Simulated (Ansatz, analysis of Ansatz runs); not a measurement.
# Reproducing a measured zero-phonon line: H2 (N-V-N)- centre in diamond

How near does this set-up come to the measured zero-phonon line? Subject: H2 (N-V-N)- centre in diamond. Set-up: PBE, 32-site cell, PBE lattice, 420 eV, k: the zone centre alone, with the key ISMEAR. The model is a cell of 32 host atoms with 1 site emptied, N put on another atom's site and N put on another atom's site. The excitation energy is a difference of total energies with one electron moved up within one spin channel.

**The experiment.** Zero-phonon line: 1.25 eV, by optical spectroscopy, quoted from literature (“NV- - N+ pair centre in 1b diamond”, 2018, arxiv:1807.08889).

Calculated with Ansatz 0.2.0; plane-wave PAW DFT, PBE; relaxation of all atoms of a defect supercell.

**1. Starting point**

The cell holds 31 atoms: 29 C and 2 N. Its edges and angles: a = 6.186 Å, b = 6.186 Å, c = 6.186 Å, α = 109.5°, β = 109.5°, γ = 109.5°. It derives from C (space group Fd-3m). Nearest the centre at fractional (0.500, 0.500, 0.500): C31 at 1.55 Å, C26 at 1.55 Å, N25 at 1.55 Å, N22 at 1.55 Å, C11 at 2.53 Å, C14 at 2.53 Å, C12 at 2.53 Å, C4 at 2.53 Å. The cell carries charge −1.

The host's primitive cell comes from a first run (plane-wave PAW DFT, PBE; relaxation of the host's cell and atoms): vectors of 2.525, 2.525 and 2.525 Å. That is 5.69 Å³ an atom, 0.4 % over the diffraction cell's volume. The supercell is built on it.

**2. Relaxation, charge −1**

Every later number rests on the structure around the defect, so the atoms are relaxed at the host's lattice first.

Input file relax/input.yaml:

```yaml
relax:
  f_tol: 0.02
  max_steps: 80
  random_displacement: { amplitude: 0.02, seed: 932 }
crystal:
  lattice:
    - [-3.57158176, 3.57158176, 3.57158176]
    - [3.57158176, -3.57158176, 3.57158176]
    - [3.57158176, 3.57158176, -3.57158176]
  atoms:
    - { symbol: C, position: [0.0, 0.0, 0.5] }
    - { symbol: C, position: [0.0, 0.25, 0.25] }
    - { symbol: C, position: [0.0, 0.5, 0.0] }
    - { symbol: C, position: [0.0, 0.75, 0.75] }
    - { symbol: C, position: [0.25, 0.0, 0.25] }
    - { symbol: C, position: [0.25, 0.25, 0.0] }
    - { symbol: C, position: [0.25, 0.5, 0.75] }
    - { symbol: C, position: [0.25, 0.75, 0.5] }
    - { symbol: C, position: [0.5, 0.0, 0.0] }
    - { symbol: C, position: [0.5, 0.25, 0.75] }
    - { symbol: C, position: [0.5, 0.75, 0.25] }
    - { symbol: C, position: [0.75, 0.0, 0.75] }
    - { symbol: C, position: [0.75, 0.25, 0.5] }
    - { symbol: C, position: [0.75, 0.5, 0.25] }
    - { symbol: C, position: [0.75, 0.75, 0.0] }
    - { symbol: C, position: [0.0, 0.0, 0.25] }
    - { symbol: C, position: [0.0, 0.25, 0.0] }
    - { symbol: C, position: [0.0, 0.5, 0.75] }
    - { symbol: C, position: [0.0, 0.75, 0.5] }
    - { symbol: C, position: [0.25, 0.0, 0.0] }
    - { symbol: C, position: [0.25, 0.25, 0.75] }
    - { symbol: "N", position: [0.25, 0.5, 0.5] }
    - { symbol: C, position: [0.25, 0.75, 0.25] }
    - { symbol: C, position: [0.5, 0.0, 0.75] }
    - { symbol: "N", position: [0.5, 0.25, 0.5] }
    - { symbol: C, position: [0.5, 0.5, 0.25] }
    - { symbol: C, position: [0.5, 0.75, 0.0] }
    - { symbol: C, position: [0.75, 0.0, 0.5] }
    - { symbol: C, position: [0.75, 0.25, 0.25] }
    - { symbol: C, position: [0.75, 0.5, 0.0] }
    - { symbol: C, position: [0.75, 0.75, 0.75] }
total_charge: -1
basis:
  ecutwfc: 420
  xc_grid: 2
hamiltonian:
  xc: pbe
kpoints:
  mp_grid: { grid: [1, 1, 1] }
magnetization:
  spin_polarized: true
  initial_magnetization: 1
  spin_locking: { lock_magnetization: hard }
scf:
  occupations: { method: fermi_dirac, width: 0.01 }
  max_iter: 100
  ISMEAR: 0
output:
  forces: true
checkpoint:
  write: "../relax.run"
  compress: false
  write_wavefunctions: true
  write_every: 100000
```

Launch:

```
$ ansatz run input.yaml --threads 2 --pin off --max-ram 3768MiB --backend cpu --events-out ev --progress --plain --runs-dir out
```

What it wrote:

```text
Error: YAML parse error: error: line 57 column 3: unknown field `ISMEAR`, expected one of max_iter, algorithm, n_extra_bands, self_checks, convergence, lower_state_search, omitted_lower_state_checks, lower_solution_reach, mixing, occupations, eigensolver, [...]
  --> <input>:57:3
   |
55 |   occupations: { method: fermi_dirac, width: 0.01 }
56 |   max_iter: 100
57 |   ISMEAR: 0
   |   ^ unknown field `ISMEAR`, expected one of max_iter, algorithm, n_extra_bands, self_checks, convergence, lower_state_search, omitted_lower_state_checks, lower_solution_reach, mixing, occupations, eigensolver, initial_density, exx
58 | output:
59 |   forces: true
   |
```

The job ended after 0.04 s (2 threads of Intel Xeon Platinum 8175M at 2.50GHz (Skylake/Cascade Lake), shared host; peak memory 0.03 GiB).

The program refused the input before any cycle.

The program's message: “Error: YAML parse error: error: line 57 column 3: unknown field `ISMEAR`, expected one of max_iter, algorithm, n_extra_bands, self_checks, convergence, lower_state_search, omitted_lower_state_checks, …”

**3. Outcome**

The zero-phonon line was not obtained, because the step “relaxation, charge −1” was refused by the program; the cause lies in the set-up: ISMEAR is a key of another program.

[Logs are printed without paths, hosts, clocks, repeated set-up lines and the standing remarks that a program may print on its own settings, such as how far it seeks lower states.]

[Hosts, paths, dates, database ids (printed as entryN), source tags and the programs' standing remarks are cut or masked in the printed files.]

[For some hosts the program warned that the k-mesh of the response run may be too coarse for force constants and the static dielectric constant; such warnings are not shown here.]
